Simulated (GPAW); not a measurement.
Reflectivity of W (Im-3m) at normal incidence (GPAW, PBE, RPA, without spin-orbit coupling, line width 0.15 eV (Lorentzian), carrier damping 0.05 eV):

| E (eV) | R (%) |
| --- | --- |
| 1.00 | 80.4 |
| 1.25 | 57.7 |
| 1.50 | 46.3 |
| 1.75 | 44.3 |
| 2.00 | 47.7 |
| 2.25 | 48.8 |
| 2.50 | 49.1 |
| 2.75 | 48.5 |
| 3.00 | 46.6 |
| 3.25 | 48.2 |
| 3.50 | 48.8 |
| 3.75 | 48.3 |
| 4.00 | 46.6 |
| 4.25 | 45.8 |
| 4.50 | 47.2 |
| 4.75 | 49.7 |
| 5.00 | 52.0 |

Task: What colour would a polished face show in daylight?

Result: Light grey: CIE x = 0.310, y = 0.330, luminous reflectivity 48 % under D65, from the mean over the axes.
